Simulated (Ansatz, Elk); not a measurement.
# How far do independent atoms describe Be3VSn2?

Structure refinements treat a crystal as free atoms side by side. For a made-up structure of Be3VSn2 (cell and positions from a PBEsol relaxation) the runs below show what the calculated density changes in F(hkl).

Main program and level: Elk 11.2.3 (patched build); DFT, PBE, all-electron APW+lo, Dirac cores, scalar-relativistic bands, static density, no spin.

The structure was built from a prototype and need not be the compound's stable phase.

### 1. The starting structure

The structure is trigonal, space group R-3m (No. 166). Conventional cell: a = 4.903 Å, b = 4.903 Å, c = 12.065 Å, α = 90.00°, β = 90.00°, γ = 120.00°. Nearest to Sn lie 9 Be at 2.84 to 2.91 Å and 3 V at 2.87 Å and 4 Sn at 2.97 to 3.12 Å. Nearest to V lie 6 Be at 2.46 Å and 6 Sn at 2.87 Å. Nearest to Be lie 4 Be at 2.45 Å and 2 V at 2.46 Å and 6 Sn at 2.84 to 2.91 Å. Farther neighbours are not listed.

### 2. Ground state and structure factors

An all-electron density is needed, since X-rays see the cores too. Task 0 finds the density and task 195 Fourier-transforms it; tshift is off so that phases refer to the origin typed.

elk.in reads:

```
tasks
  0
  195

xctype
  20

spinpol
  .false.

rgkmax
  7.0

gmaxvr
  14.0

lmaxo
  7

lmaxapw
  8

swidth
  0.002

tshift
  .false.

ramdisk
  .false.

hmaxvr
  5.5

maxscl
  120

epspot
  1e-06

sppath
  './'

avec
  4.63243910174 2.67453996208 7.60010260538
  -4.63243910174 2.67453996208 7.60010260538
  0.00000000000 -5.34907992510 7.60010260504

atoms
  3
  'Sn.in'
  2
  0.3707576679 0.3707576679 0.3707576679   0.000000 0.000000 0.000000
  0.6292423321 0.6292423321 0.6292423321   0.000000 0.000000 0.000000
  'V.in'
  1
  0.0000000000 0.0000000000 0.0000000000   0.000000 0.000000 0.000000
  'Be.in'
  3
  0.0000000000 0.0000000000 0.5000000000   0.000000 0.000000 0.000000
  0.5000000000 0.0000000000 0.0000000000   0.000000 0.000000 0.000000
  0.0000000000 0.5000000000 0.0000000000   0.000000 0.000000 0.000000

ngridk
  6 6 6
```

Run with:

```sh
$ OMP_NUM_THREADS=4 elk
```

Numbers of over 12 decimals in the logs are rounded to 6 here.

The program printed:

```text
┌─────────────────────────┐
│ Elk code version 11.2.3 │
└─────────────────────────┘

All units are atomic (Hartree, Bohr, etc.)

┌─────────────────────────────────────────────────┐
│ Ground-state run starting from atomic densities │
└─────────────────────────────────────────────────┘

Lattice vectors :
   4.632439102       2.674539962       7.600102605
  -4.632439102       2.674539962       7.600102605
   0.000000000      -5.349079925       7.600102605

Reciprocal lattice vectors :
  0.6781724669      0.3915430563      0.2755745825
 -0.6781724669      0.3915430563      0.2755745825
 -0.6887968926E-17 -0.7830861127      0.2755745825

Unit cell volume      :    564.9753711
Brillouin zone volume :   0.4390460649

Muffin-tin inner radius fraction :   0.1000000000E-01

Nuclei treated as point charges

Species : 1 (Sn)
 parameters loaded from : Sn.in
 name : tin
 nuclear charge    :   -50.00000000
 electronic charge :    50.00000000
 atomic mass :    216395.0922
 muffin-tin radius :    2.600000000
 number of radial points in muffin-tin :   1193
 inner part over the whole radius :   0.9914297220E-02
 number on inner part of muffin-tin    :    850
 approximate nuclear radius :   0.8828114845E-04
 number of mesh points to nuclear radius :    428
 atomic positions (lattice), magnetic fields (Cartesian) :
  1 :   0.37075767  0.37075767  0.37075767    0.00000000  0.00000000  0.00000000
  2 :  -0.37075767 -0.37075767 -0.37075767    0.00000000  0.00000000  0.00000000

Species : 2 (V)
 parameters loaded from : V.in
 name : vanadium
 nuclear charge    :   -23.00000000
 electronic charge :    23.00000000
 atomic mass :    92860.67382
 muffin-tin radius :    2.400000000
 number of radial points in muffin-tin :    993
 inner part over the whole radius :   0.9920165687E-02
 number on inner part of muffin-tin    :    699
 approximate nuclear radius :   0.6897515165E-04
 number of mesh points to nuclear radius :    327
 atomic positions (lattice), magnetic fields (Cartesian) :
  1 :   0.00000000  0.00000000  0.00000000    0.00000000  0.00000000  0.00000000

Species : 3 (Be)
 parameters loaded from : Be.in
 name : beryllium
 nuclear charge    :   -4.000000000
 electronic charge :    4.000000000
 atomic mass :    16428.20280
 muffin-tin radius :    1.800000000
 number of radial points in muffin-tin :    593
 inner part over the whole radius :   0.9826427374E-02
 number on inner part of muffin-tin    :    403
 approximate nuclear radius :   0.4290726161E-04
 number of mesh points to nuclear radius :    156
 atomic positions (lattice), magnetic fields (Cartesian) :
  1 :   0.00000000  0.00000000  0.50000000    0.00000000  0.00000000  0.00000000
  2 :   0.50000000  0.00000000  0.00000000    0.00000000  0.00000000  0.00000000
  3 :   0.00000000  0.50000000  0.00000000    0.00000000  0.00000000  0.00000000

Total number of atoms per unit cell :    6
Total muffin-tin volume :    278.4372625
 ratio of muffin-tin to unit cell volume :   0.4928307971

Spin treatment :
 spin-unpolarised

Number of Bravais lattice symmetries :   12
Number of crystal symmetries         :   12
Crystal has inversion symmetry
Real symmetric eigensolver will be used

k-point grid :      6     6     6
k-point offset :    0.000000000       0.000000000       0.000000000
k-point set is reduced with full crystal symmetry group
Total number of k-points :       32

Muffin-tin radius times maximum |G+k| :    7.000000000
 using average radius
Maximum |G+k| for APW functions       :    3.230769231
Maximum (1/2)|G+k|²                   :    5.218934911
Maximum |G| for potential and density :    14.00000000
Constant for pseudocharge density :    9
 order of it for each species :   16  16  16
 order of it for pair densities of each species (exact exchange by exxq0 0: 17) :   14  12   5
Radial integration step length :    1

G-vector grid sizes :     42    42    42
Number of G-vectors :    26247

Maximum angular momentum used for
 APW functions            :    8
 outer part of muffin-tin :    7
[...]
exchange                    :     -378.06183490114
 correlation                 :     -6.875429
 electron entropic           :    -0.44901396790731E-03
 total energy                :     -13351.407231179

Density of states at Fermi energy :    28.57372965
 (states/Hartree/unit cell)

Estimated indirect band gap :   0.4393578770E-02
 from k-point 9 to k-point 2
Estimated direct band gap   :   0.8226087427E-02
 at k-point 9

Charges :
 core                        :    76.00000000
 valence                     :    59.00000000
 interstitial                :    8.428501322
 muffin-tins (core leakage)
  species : 1 (Sn)
[...]
species : 2 (V)
[...]
species : 3 (Be)
[...]
total in muffin-tins        :    126.5714987
 total calculated charge     :    134.9966115
 total charge                :    135.0000000
 error                       :   0.3388460569E-02

RMS change in Kohn-Sham potential (target) :    5.096106546     (  0.1000000000E-05)
Absolute change in total energy (target)   :    1.137057709     (  0.1000000000E-03)

[... loops 3 to 17 left out ...]

┌──────────────────┐
│ Loop number : 18 │
└──────────────────┘

Energies :
 Fermi                       :     0.296007
 sum of occupied eigenvalues :     -8027.0050119405
 electron kinetic            :      14013.478567276
 core electron kinetic       :      13452.424730620
 Coulomb                     :     -26980.254095079
 Coulomb potential           :     -21538.676917195
 nuclear-nuclear             :     -1361.3874682024
 electron-nuclear            :     -29729.384027605
 Hartree                     :      4110.5174007285
 Madelung                    :     -16210.915636481
 xc potential                :     -501.80666202200
 exchange                    :     -378.09115383352
 correlation                 :     -6.879190
 electron entropic           :    -0.10717472602785E-02
 total energy                :     -13351.746943852

Density of states at Fermi energy :    73.86051651
 (states/Hartree/unit cell)

Estimated indirect band gap :   0.1403090948E-01
 from k-point 13 to k-point 22
Estimated direct band gap   :   0.1680587853E-01
 at k-point 9

Charges :
 core                        :    76.00000000
 valence                     :    59.00000000
 interstitial                :    8.467884878
 muffin-tins (core leakage)
  species : 1 (Sn)
[...]
species : 2 (V)
[...]
species : 3 (Be)
[...]
total in muffin-tins        :    126.5321151
 total calculated charge     :    134.9966087
 total charge                :    135.0000000
 error                       :   0.3391319946E-02

RMS change in Kohn-Sham potential (target) :   0.4441600472E-06 (  0.1000000000E-05)
Absolute change in total energy (target)   :   0.1325938138E-04 (  0.1000000000E-03)

Convergence targets achieved

┌──────────────────┐
│ Loop number : 19 │
└──────────────────┘

Energies :
 Fermi                       :     0.296007
 sum of occupied eigenvalues :     -8027.0050118187
 electron kinetic            :      14013.478563764
 core electron kinetic       :      13452.424730304
 Coulomb                     :     -26980.254090692
 Coulomb potential           :     -21538.676918910
 nuclear-nuclear             :     -1361.3874682024
 electron-nuclear            :     -29729.384016929
 Hartree                     :      4110.5173944390
 Madelung                    :     -16210.915631238
 xc potential                :     -501.80665667272
 exchange                    :     -378.09115334246
 correlation                 :     -6.879190
 electron entropic           :    -0.10717470784093E-02
 total energy                :     -13351.746942485

Density of states at Fermi energy :    73.86050748
 (states/Hartree/unit cell)

Estimated indirect band gap :   0.1403089308E-01
 from k-point 13 to k-point 22
Estimated direct band gap   :   0.1680588109E-01
 at k-point 9

Charges :
 core                        :    76.00000000
 valence                     :    59.00000000
 interstitial                :    8.467885250
 muffin-tins (core leakage)
  species : 1 (Sn)
[...]
species : 2 (V)
[...]
species : 3 (Be)
   atom 1                    :    2.743383711     (  0.1130247372E-02)
   atom 2                    :    2.743383711     (  0.1130247372E-02)
   atom 3                    :    2.743383711     (  0.1130247372E-02)
 total in muffin-tins        :    126.5321147
 total calculated charge     :    134.9966087
 total charge                :    135.0000000
 error                       :   0.3391320020E-02

┌──────────────────────────────┐
│ Self-consistent loop stopped │
└──────────────────────────────┘

Warning : core states of species 3 leak from the muffin-tin :   0.1130247372E-02

Wrote STATE.OUT
```

Run time: 30 s. Hardware: 4 threads of Intel Xeon at 2.60GHz (Ice Lake), shared host; peak memory 0.21 GiB; 85 s of CPU time.

SFACRHO.OUT:

```text

h k l indices transformed by vhmat matrix:
   1.000000000       0.000000000       0.000000000    
   0.000000000       1.000000000       0.000000000    
   0.000000000       0.000000000       1.000000000    

      h      k      l  multipl.   |H|            Re(F)            Im(F)           |F|

      0      0      0      1   0.0000000       135.00000      0.21222614E-16   135.00000    
      1      1      1      2  0.82672375       79.576556     -0.17724302E-15   79.576556    
      1      0      0      6  0.83015975      -38.942887     -0.14289271E-15   38.942887    
      0     -1     -1      6  0.95759556       11.738231     -0.12446846E-15   11.738231    
     -1     -2     -1      6   1.3521411      -65.173217     -0.46454083E-15   65.173217    
      0      1     -1      6   1.3563449       94.685056     -0.33170919E-15   94.685056    
      2      2      1      6   1.5848526       63.586882     -0.70244692E-15   63.586882    
      2      1      0     12   1.5884407       75.279201      0.77391838E-15   75.279201    
      1     -1     -1      6   1.5902317      -42.354255      0.57573538E-15   42.354255    
     -2     -2     -2      2   1.6534475       32.667710     -0.29185170E-15   32.667710    
      2      0      0      6   1.6603195       16.726124     -0.11019197E-14   16.726124    
      2      2      0      6   1.9151911      -50.997359     -0.96545318E-16   50.997359    
      2      2      3      6   2.0819102      -41.000140     -0.32579665E-14   41.000140    
      3      1      1      6   2.0860080       50.083097      0.10033061E-14   50.083097    
      1      0     -2     12   2.0900977      -31.561982      0.33309450E-15   31.561982    
      2      1      3     12   2.1385884       22.534755     -0.18297264E-14   22.534755    
     -2      1     -1     12   2.1439059       8.1162072      0.39237112E-15   8.1162072    
      3      2      3      6   2.3395449       74.088732     -0.36000211E-14   74.088732
```

Elk indexes on the primitive cell of elk.in and gives |H| = 4π sin θ/λ in inverse bohr. Below, one row stands for each form hkl of the conventional cell (m members, Friedel mates merged), F is for one primitive cell and the density is static (no thermal factor). Free-atom factors are Waasmaier and Kirfel's, and R is Σm||F|−|F'||/Σm|F|.

```tsv
hkl	m	sin θ/λ (Å⁻¹)	abs F, DFT	neutral atoms	diff.
003	2	0.124	79.577	79.669	-0.092
101	6	0.125	38.943	39.426	-0.483
012	6	0.144	11.738	11.688	+0.050
104	6	0.203	65.173	64.902	+0.271
110	6	0.204	94.685	94.989	-0.303
015	6	0.238	63.587	63.938	-0.351
113	12	0.239	75.279	75.646	-0.367
021	6	0.239	42.354	42.185	+0.169
006	2	0.249	32.668	32.954	-0.286
202	6	0.250	16.726	16.964	-0.238
024	6	0.288	50.997	50.912	+0.086
107	6	0.313	41.000	41.041	-0.041
205	6	0.314	50.083	50.034	+0.049
211	12	0.314	31.562	31.573	-0.011
116	12	0.322	22.535	22.520	+0.015
122	12	0.322	8.116	8.181	-0.065
018	6	0.352	74.089	74.045	+0.044
214	12	0.353	52.895	52.932	-0.037
```

### 3. The highest occupied states alone

An energy window below the Fermi level keeps the highest occupied states, to see at which angles they scatter; shallow core shells can lie inside it and anion s states outside. No new self-consistency is needed.

Edit elk.in of step 2 so:

```diff
@@ -1,3 +1,2 @@
 tasks
-  0
   195
@@ -40,2 +39,5 @@
 
+wsfac
+  -0.071490 0.596010
+
 sppath
```

Run with:

```sh
$ OMP_NUM_THREADS=4 elk
```

The program printed:

```text
┌─────────────────────────────────┐
│ Elk code version 11.2.3 started │
└─────────────────────────────────┘

Info(readinput): the functional depends on the density's gradient
 muffin-tin radial points multiplied by    2.00000
 (not where nrmtscf is given)

┌────────────────────┐
│ Current task : 195 │
└────────────────────┘

Info(sfacrho): density structure factors written to SFACRHO.OUT

 Energy window :  -0.7149000000E-01  0.5960100000

┌──────────────────┐
│ Elk code stopped │
└──────────────────┘
```

The job ended after 7.6 s (4 threads; peak memory 0.16 GiB).

States within 10 eV below the Fermi level hold 18.40 electrons; any levels below the window count with the cores, and a count that is not whole means the window cuts a band. Their amplitudes can exceed the total, where window and core parts have opposite phase:

```tsv
hkl	sin θ/λ (Å⁻¹)	abs F, window	abs F, all
003	0.124	2.244	79.577
101	0.125	2.092	38.943
012	0.144	1.682	11.738
104	0.203	0.686	65.173
110	0.204	1.490	94.685
015	0.238	0.988	63.587
113	0.239	0.966	75.279
021	0.239	0.893	42.354
006	0.249	0.976	32.668
202	0.250	1.024	16.726
```

### 4. Another functional

The difference from free atoms is small, so it is set against the change that LDA (Perdew-Wang) makes.

Edit elk.in of step 3 so:

```diff
@@ -1,2 +1,3 @@
 tasks
+  0
   195
@@ -4,3 +5,3 @@
 xctype
-  20
+  3
 
@@ -39,5 +40,2 @@
 
-wsfac
-  -0.071490 0.596010
-
 sppath
```

Run with:

```sh
$ OMP_NUM_THREADS=4 elk
```

The program printed:

```text
┌─────────────────────────┐
│ Elk code version 11.2.3 │
└─────────────────────────┘

All units are atomic (Hartree, Bohr, etc.)

┌─────────────────────────────────────────────────┐
│ Ground-state run starting from atomic densities │
└─────────────────────────────────────────────────┘

Lattice vectors :
   4.632439102       2.674539962       7.600102605
  -4.632439102       2.674539962       7.600102605
   0.000000000      -5.349079925       7.600102605

Reciprocal lattice vectors :
  0.6781724669      0.3915430563      0.2755745825
[...]
species : 1 (Sn)
[...]
species : 2 (V)
[...]
species : 3 (Be)
[...]
atom 2                    :    2.743908559     (  0.1228908997E-02)
   atom 3                    :    2.743908559     (  0.1228908997E-02)
 total in muffin-tins        :    126.6335522
 total calculated charge     :    134.9963221
 total charge                :    135.0000000
 error                       :   0.3677910249E-02

┌──────────────────────────────┐
│ Self-consistent loop stopped │
└──────────────────────────────┘

Warning : core states of species 3 leak from the muffin-tin :   0.1228908997E-02

Wrote STATE.OUT
[key lines of the parts left out:]
total energy                :     -13338.718140922
```

Elapsed: 16 s, on 4 threads; peak memory 0.16 GiB; 46 s of CPU time.

Against the first run R = 0.06 %; the largest change is -0.058 at 208.

### 5. Basis size

The basis and the expansions that go with it are enlarged, to see whether the differences are converged.

Edit elk.in of step 4 so:

```diff
@@ -5,3 +5,3 @@
 xctype
-  3
+  20
 
@@ -11,12 +11,12 @@
 rgkmax
-  7.0
+  8.5
 
 gmaxvr
-  14.0
+  18.0
 
 lmaxo
-  7
+  9
 
 lmaxapw
-  8
+  10
```

Run with:

```sh
$ OMP_NUM_THREADS=4 elk
```

The program printed:

```text
┌─────────────────────────┐
│ Elk code version 11.2.3 │
└─────────────────────────┘

All units are atomic (Hartree, Bohr, etc.)

┌─────────────────────────────────────────────────┐
│ Ground-state run starting from atomic densities │
└─────────────────────────────────────────────────┘

Lattice vectors :
   4.632439102       2.674539962       7.600102605
  -4.632439102       2.674539962       7.600102605
   0.000000000      -5.349079925       7.600102605

Reciprocal lattice vectors :
  0.6781724669      0.3915430563      0.2755745825
[...]
species : 1 (Sn)
[...]
species : 2 (V)
[...]
species : 3 (Be)
[...]
atom 2                    :    2.744083390     (  0.1130452833E-02)
   atom 3                    :    2.744083390     (  0.1130452833E-02)
 total in muffin-tins        :    126.5392330
 total calculated charge     :    134.9964953
 total charge                :    135.0000000
 error                       :   0.3504718188E-02

┌──────────────────────────────┐
│ Self-consistent loop stopped │
└──────────────────────────────┘

Warning : core states of species 3 leak from the muffin-tin :   0.1130452833E-02

Wrote STATE.OUT
[key lines of the parts left out:]
total energy                :     -13351.750825870
```

It took 73 s on 4 threads; peak memory 0.4 GiB.

Against the first run R = 0.00 %; the largest change is +0.004 at 0 2 13.

### 6. Settings against the effect

```tsv
run	R against the first run (%)	R against neutral atoms, low angle (%)	wall time
PBE, rgkmax 7	0.00	0.49	30 s
LDA (Perdew-Wang)	0.06	0.48	16 s
rgkmax 8.5 with larger expansions	0.00	0.49	73 s
```

### 7. Outcome

| Item | Value |
| --- | --- |
| R against neutral atoms, sin θ/λ < 0.3 Å⁻¹ | 0.49 % |
| R against neutral atoms, 0.3 to 0.78 Å⁻¹ | 0.16 % |

In words: Independent neutral atoms miss the calculated amplitudes by R = 0.49 % below 0.3 Å⁻¹ and 0.16 % from there to 0.78 Å⁻¹; by shells, 0.73 % below 0.15 Å⁻¹ (3 forms), 0.45 % 0.15 to 0.3 (8 forms), 0.10 % 0.3 to 0.45 (23 forms), 0.17 % above 0.45 (114 forms). Bonding, aspherical density and the tables' own atoms all enter these figures, and the runs don't part them. The largest change of an amplitude is -0.48 electrons, at 101. The window's part falls from 18.4 electrons at the origin to at most 0.41 between 0.45 and 0.78 Å⁻¹. Below 0.3 Å⁻¹ the changes that finished (LDA (Perdew-Wang) and rgkmax 8.5 with larger expansions) move F by R = 0.03 % at most, against the 0.49 % that separates it from free atoms. The k-mesh has no finished test. These runs have no spin, though d or f shells may be open. Part of the difference isn't bonding: the tables are fits to free atoms and ions calculated by other methods than this functional. Thermal motion, anomalous dispersion and extinction are left out.

[Logs are printed without paths, hosts, clocks, repeated set-up lines and the standing remarks that a program may print on its own settings, such as how far it seeks lower states.]

[Hosts, paths, dates, database ids (printed as entryN), source tags and the programs' standing remarks are cut or masked in the printed files.]
